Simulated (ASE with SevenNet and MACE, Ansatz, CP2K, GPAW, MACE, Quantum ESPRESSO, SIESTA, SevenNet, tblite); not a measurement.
# Random rock-salt alloy of CaS and PbS (64 atoms) in machine-learned potentials

Wanted: machine-learned potentials inputs and outputs for random rock-salt alloy of CaS and PbS (64 atoms), checked against a plane-wave reference.

Method: the method is named at each step, in ASE with SevenNet and MACE.

### 1. Starting point

The cell holds 64 atoms: 24 Ca, 32 S and 8 Pb. Cell: a = 11.503 Å, b = 11.503 Å, c = 11.503 Å, α = 90.0°, β = 90.0°, γ = 90.0°. It derives from CaS (rock-salt), repeated 2×2×2. Rock-salt CaS, 2 x 2 x 2 conventional cells, 8 of 32 Ca sites given to Pb at random (x = 0.250), lattice by Vegard's rule (a = 5.752 Å); not relaxed, displaced by a Gaussian of 0.02 Å. Then every atom was moved at random, 0.02 Å r.m.s. a Cartesian component.

The yardstick, on the same geometry:

| Item | Value |
| --- | --- |
| method | Kohn-Sham DFT, PBE, PAW, plane waves (Ansatz 0.2.0); cutoff 420 eV, Γ point, fermi-dirac smearing of 0.05 eV; PAW set soft_2 |
| r.m.s. force component | 0.295 eV/Å |
| longest force | 1.106 eV/Å |
| pressure | 2.091 GPa |
| gap (highest filled to lowest empty level) | 1.891 eV |
| SCF cycles | 8 |
| time | 8.9 s on 8 threads of Arm Neoverse V2, shared host |
| CPU time | 62 s |

### 2. SevenNet l3i5 potential

Method: machine-learned interatomic potential SevenNet l3i5, trained on PBE(+U) plane-wave data.

Input file run.py:

```python
import numpy as np
from ase.io import read
import mlip  # loads the published weights by name

atoms = read("structure.xyz")
atoms.calc = mlip.calc("7net-l3i5")
energy = atoms.get_potential_energy()
forces = atoms.get_forces()
print(f"energy {energy:.6f} eV")
print("forces (eV/A)")
for i, (a, f) in enumerate(zip(atoms, forces)):
    print(f"{i:4d} {a.symbol:2s} {f[0]:10.5f} {f[1]:10.5f} {f[2]:10.5f}")
stress = -atoms.get_stress(voigt=False) * 160.21766
print("stress (GPa, compression positive)")
for row in stress:
    print(" ".join(f"{x:10.4f}" for x in row))
```

Input file structure.xyz:

```xyz
64
Lattice="11.50300 0.00000 0.00000 0.00000 11.50300 0.00000 0.00000 0.00000 11.50300" Properties=species:S:1:pos:R:3 pbc="T T T"
Ca 0.01817 0.09271 0.02485
S 2.90922 0.05625 0.01254
Pb 11.48229 2.91382 2.86735
S 2.89864 2.88794 2.88495
Ca 2.84412 11.46009 2.89795
S 11.50173 11.50208 2.87149
Ca 2.84561 2.82916 11.50288
S 11.47999 2.86425 0.01242
Pb 0.04222 11.48310 5.70100
S 2.82192 11.47447 5.69767
Ca 11.46354 2.84665 8.66118
S 2.82353 2.88829 8.60045
Ca 2.87759 11.47769 8.56329
S 11.44986 0.00276 8.61264
Pb 2.89933 2.87069 5.74621
S 11.48851 2.89623 5.72884
Ca 11.47942 5.69030 0.04452
S 2.84550 5.77819 11.47827
Ca 11.44525 8.60528 2.87817
S 2.91567 8.60068 2.85689
Ca 2.86620 5.74966 2.87540
S 0.04831 5.75840 2.90002
Pb 2.88219 8.67982 0.03900
S 11.49161 8.67407 0.01645
Pb 11.44652 5.74736 5.73022
S 2.94235 5.75311 5.78509
Ca 0.02186 8.61241 8.63737
S 2.85401 8.64416 8.62944
Ca 2.84446 5.75000 8.64830
S 11.49966 5.70928 8.60574
Ca 2.89496 8.64830 5.77232
S 0.01645 8.64427 5.70215
Ca 5.78417 0.02703 11.49161
S 8.57261 0.01679 11.49909
Pb 5.75323 2.87092 2.85044
S 8.60712 2.87955 2.85240
Ca 8.60585 0.01254 2.89956
S 5.75069 11.49840 2.86356
Ca 8.62690 2.86206 0.03071
S 5.66615 2.87322 0.00299
Ca 5.69226 11.48310 5.70250
S 8.63312 0.00817 5.73540
Ca 5.75162 2.87080 8.60781
S 8.69305 2.89438 8.63691
Ca 8.57135 0.02416 8.62000
S 5.76795 0.01139 8.60896
Ca 8.59090 2.89174 5.76956
S 5.69686 2.86724 5.73390
Ca 5.77876 5.75990 11.50001
S 8.64082 5.73482 0.03405
Ca 5.77416 8.61621 2.93211
S 8.60344 8.61805 2.84136
Pb 8.63691 5.72205 2.88886
S 5.69191 5.75138 2.86126
Ca 8.69190 8.62345 0.02243
S 5.74943 8.67936 0.01035
[... 4 atom lines left out ...]
Pb 8.66429 5.78026 8.58331
S 5.74000 5.77750 8.58745
Ca 8.64727 8.67280 5.76220
S 5.74448 8.59355 5.76059
```

Started as:

```
$ OMP_NUM_THREADS=1 python run.py > output.txt
```

Output:

```text
energy -318.762512 eV
forces (eV/A)
   0 Ca   -0.09720   -0.41786   -0.15443
   1 S    -0.15252    0.39486   -0.08501
   2 Pb    0.16803   -0.21064    0.17877
   3 S    -0.20519   -0.10361   -0.70050
   4 Ca    0.13656    0.08137   -0.24940
   5 S    -0.05657   -0.53399   -0.67359
   6 Ca    0.07153    0.29839   -0.07672
   7 S    -0.01186    0.10536   -0.63746
   8 Pb   -0.40782    0.19886    0.23911
   9 S     0.97094   -0.56446    0.17024
  10 Ca    0.19823    0.00118   -0.19544
  11 S     0.17234   -0.18029    0.70816
  12 Ca   -0.11547    0.12042    0.25337
  13 S     0.18323   -0.09602    0.62223
  14 Pb   -0.27315    0.22838    0.07167
  15 S    -0.66102   -0.05462    0.61434
  16 Ca    0.18530    0.29031   -0.19309
  17 S     0.04714   -0.62161    0.12970
  18 Ca    0.22587    0.12552   -0.13437
  19 S    -0.18442    0.11015    0.78979
  20 Ca    0.11043    0.05392    0.00626
  21 S     0.29763    0.59993   -0.76599
  22 Pb   -0.02208   -0.13781   -0.17336
  23 S    -0.53967   -0.13689   -0.04679
[...]
56 Ca   -0.09402    0.02424    0.07261
  57 S    -0.83642    0.05225    0.00280
  58 Ca   -0.32763   -0.06871   -0.03699
  59 S     0.15105    0.82595    0.02536
  60 Pb   -0.20382   -0.17937    0.27764
  61 S    -0.43303   -0.11335    0.18595
  62 Ca   -0.08634   -0.01848   -0.09250
  63 S     0.15890    0.19971    0.04737
stress (GPa, compression positive)
    2.2942     0.0007    -0.0096
    0.0007     2.2164     0.0014
   -0.0096     0.0014     2.3346
```

Wall time 7.5 s (1 thread of Arm Neoverse V2, shared host); peak memory 0.97 GiB.

Banners, paths, timers and routine set-up lines are dropped from the logs unmarked, and long logs keep their key lines alone; longer cuts are marked.

Numbers from this run, and their distance from the reference:

* r.m.s. force component: 0.3146 eV/Å
* r.m.s. difference of force components: 50.27 meV/Å
* longest difference of force vectors: 201.9 meV/Å
* force difference over r.m.s. force: 17.04 %
* slope of forces against the reference's: 1.054
* correlation of force components: 0.9885
* pressure: 2.282 GPa
* pressure difference: 0.191 GPa

Length of the force difference by element (eV/Å):

```csv
element,atoms,mean,most
Ca,24,0.069,0.15
Pb,8,0.094,0.15
S,32,0.080,0.20
```

A closer look about Pb3, one of the 8 Pb atoms: 9 atoms, nearest first, numbered in the order of the input, with positions taken from that point.

```csv
atom,x,y,z,distance (Å),bonds,Fx,Fy,Fz (eV/Å)
Pb3,0.00,0.00,0.00,0.00,6,0.17,-0.21,0.18
S22,0.07,2.84,0.03,2.85,6,0.30,0.60,-0.77
S8,0.00,-0.05,-2.85,2.86,6,-0.01,0.11,-0.64
S16,0.01,-0.02,2.86,2.86,6,-0.66,-0.05,0.61
S36,-2.88,-0.03,-0.01,2.88,6,0.12,-0.65,0.13
S6,0.02,-2.91,0.00,2.91,6,-0.06,-0.53,-0.67
S4,2.92,-0.03,0.02,2.92,6,-0.21,-0.10,-0.70
Ca17,0.00,2.78,-2.82,3.96,6,0.19,0.29,-0.19
Pb53,-2.85,2.81,0.02,4.00,6,-0.17,0.19,-0.08
```

Atoms are counted from 1 here, from 0 in the log.

Forces lie 17 % from the reference's, at 0.12 times its CPU time (on 1 against 8 cores).

### 3. MACE MP-0b3 medium potential

Method: machine-learned interatomic potential MACE MP-0b3 medium, trained on PBE(+U) plane-wave data.

Changes to run.py since step 2:

```diff
@@ -5,3 +5,3 @@
 atoms = read("structure.xyz")
-atoms.calc = mlip.calc("7net-l3i5")
+atoms.calc = mlip.calc("mace-mp-0b3-medium")
 energy = atoms.get_potential_energy()
```

structure.xyz is that of step 2.

Output:

```text
energy -318.180386 eV
forces (eV/A)
   0 Ca   -0.09978   -0.42286   -0.14881
   1 S    -0.19228    0.26264   -0.09051
   2 Pb    0.15580   -0.17035    0.24464
   3 S    -0.20994   -0.07492   -0.55947
   4 Ca    0.11468    0.12695   -0.22958
   5 S    -0.07247   -0.48803   -0.57243
   6 Ca    0.08298    0.29393   -0.02853
   7 S     0.01915    0.12499   -0.55981
   8 Pb   -0.35731    0.25622    0.20508
   9 S     0.86849   -0.45143    0.17697
  10 Ca    0.18440    0.01399   -0.23402
  11 S     0.17150   -0.15079    0.59953
  12 Ca   -0.11690    0.13632    0.23929
  13 S     0.17399   -0.06394    0.53987
  14 Pb   -0.31250    0.20556   -0.01043
  15 S    -0.54762   -0.04146    0.50337
  16 Ca    0.13715    0.28398   -0.18619
  17 S     0.01765   -0.54506    0.11910
  18 Ca    0.21394    0.11722   -0.08833
  19 S    -0.19115    0.09280    0.67887
  20 Ca    0.10112    0.00200    0.03265
  21 S     0.22513    0.50861   -0.66516
  22 Pb    0.02196   -0.10196   -0.15832
  23 S    -0.38437   -0.13669   -0.01724
[...]
56 Ca   -0.06542    0.02187    0.05361
  57 S    -0.72110    0.04379    0.00987
  58 Ca   -0.31796   -0.07213   -0.03659
  59 S     0.16404    0.69792    0.01052
  60 Pb   -0.17126   -0.12862    0.19977
  61 S    -0.36370   -0.15605    0.15749
  62 Ca   -0.07724   -0.05579   -0.08007
  63 S     0.13775    0.20599    0.00939
stress (GPa, compression positive)
    1.6902    -0.0024    -0.0105
   -0.0024     1.6324     0.0022
   -0.0105     0.0022     1.7206
```

Elapsed: 6.4 s, on 1 thread; peak memory 0.75 GiB.

Against the reference:

```
r.m.s. force component                  : 0.2757 eV/Å
r.m.s. difference of force components   : 42 meV/Å
longest difference of force vectors     : 198 meV/Å
force difference over r.m.s. force      : 14.24 %
slope of forces against the reference's : 0.9266
correlation of force components         : 0.9914
pressure                                : 1.681 GPa
pressure difference                     : -0.4096 GPa
```

Against the first run (17 %), the force difference from the reference is 14 %, at 0.86 times the CPU time.

### 4. MACE MP-0b2 small potential

Method: machine-learned interatomic potential MACE MP-0b2 small, trained on PBE(+U) plane-wave data.

Changes to run.py since step 3:

```diff
@@ -5,3 +5,3 @@
 atoms = read("structure.xyz")
-atoms.calc = mlip.calc("mace-mp-0b3-medium")
+atoms.calc = mlip.calc("mace-mp-0b2-small")
 energy = atoms.get_potential_energy()
```

structure.xyz is that of step 3.

Output:

```text
energy -318.963383 eV
forces (eV/A)
   0 Ca   -0.06311   -0.39060   -0.12366
   1 S    -0.14602    0.22449   -0.08074
   2 Pb    0.19822   -0.19482    0.11403
   3 S    -0.19361   -0.13841   -0.53457
   4 Ca    0.13755    0.07727   -0.26579
   5 S    -0.05086   -0.39557   -0.56234
   6 Ca    0.05989    0.24642    0.00354
   7 S    -0.03446    0.10920   -0.42729
   8 Pb   -0.42760    0.18443    0.23417
   9 S     0.89145   -0.37767    0.15926
  10 Ca    0.18006    0.03758   -0.17707
  11 S     0.17370   -0.18612    0.48970
  12 Ca   -0.10691    0.11929    0.21615
  13 S     0.17506   -0.09387    0.46797
  14 Pb   -0.25091    0.21748    0.07426
  15 S    -0.53392   -0.08559    0.54443
  16 Ca    0.13676    0.30915   -0.17682
  17 S     0.04881   -0.45522    0.12240
  18 Ca    0.23852    0.12165   -0.05626
  19 S    -0.18126    0.11210    0.63709
  20 Ca    0.10465    0.01155    0.01401
  21 S     0.17106    0.48961   -0.65681
  22 Pb    0.01170   -0.12585   -0.21772
  23 S    -0.36944   -0.13640   -0.04133
[...]
56 Ca   -0.05258    0.00805    0.04668
  57 S    -0.68930    0.05461    0.02544
  58 Ca   -0.30790   -0.07760    0.00919
  59 S     0.16080    0.70197    0.01209
  60 Pb   -0.19392   -0.18160    0.26085
  61 S    -0.26398   -0.11025    0.19207
  62 Ca   -0.06781   -0.07808   -0.08883
  63 S     0.14722    0.21112    0.04646
stress (GPa, compression positive)
    1.8958     0.0005    -0.0257
    0.0005     1.8489     0.0006
   -0.0257     0.0006     1.9648
```

Wall time 5.3 s (1 thread); peak memory 0.67 GiB.

Numbers from this run, and their distance from the reference:

```yaml
r_m_s_force_component: 0.2609 eV/Å
r_m_s_difference_of_force_components: 55.77 meV/Å
longest_difference_of_force_vectors: 197.7 meV/Å
force_difference_over_r_m_s_force: 18.91 %
slope_of_forces_against_the_reference_s: 0.8732
correlation_of_force_components: 0.9873
pressure: 1.903 GPa
pressure_difference: -0.1875 GPa
```

Against the first run (17 %), the force difference from the reference is 19 %, at 0.72 times the CPU time.

### 5. The ladder

Differences are against the plane-wave reference, forces as r.m.s. over components; share is that over the reference's r.m.s. force, slope the least-squares factor from reference forces to these. Total energies of different programs have different zeros and aren't compared.

```
                         run  Δ force, r.m.s. (meV/Å)  share (%)  slope  Δ pressure (GPa)  cores  CPU time  memory (GiB)
                   reference                        -          -      -                 -      8      62 s           1.8
     SevenNet l3i5 potential                     50.3       17.0  1.054             0.191      1     7.5 s          0.97
MACE MP-0b3 medium potential                     42.0       14.2  0.927            -0.410      1     6.4 s          0.75
 MACE MP-0b2 small potential                     55.8       18.9  0.873            -0.188      1     5.3 s          0.67
```

Times of the machine-learned potentials are mostly Python's start and the loading of weights.

CPU time is summed over cores on a shared host, where runs went side by side, so it is rough. Symmetry, cutoffs, thresholds, outputs and thread counts weren't matched or tuned between programs; memory under MPI is the largest rank's times the ranks.

### 6. Outcome

```yaml
nearest_in_forces: MACE MP-0b3 medium potential, 14 %
its_cpu_time: 6.4 s
```

What this shows: Machine-learned potentials differ by 14 % (MACE MP-0b3 medium potential) to 19 % (MACE MP-0b2 small potential); they were trained on other programs' data. Machine-learned potentials mimic data converged in k, so the reference's own k-point error enters their differences. The host structure and its lattice constant were typed by rule, without a check against the phase diagram. The reference's pressure of 2.1 GPa belongs to a cell and atoms that aren't relaxed at this level. The electronic-structure runs sample only Γ, in a cell whose shortest periodic width is 12 Å. Spin–orbit coupling is left out, which matters for the levels of the heavy elements.

[Also dropped from logs without a mark: logging warnings of Python, and SIESTA's first energy breakdown and zero terms.]

[Logs are printed without paths, hosts, clocks, repeated set-up lines and the standing remarks that a program may print on its own settings, such as how far it seeks lower states.]

[Hosts, paths, dates, database ids (printed as entryN), source tags and the programs' standing remarks are cut or masked in the printed files.]
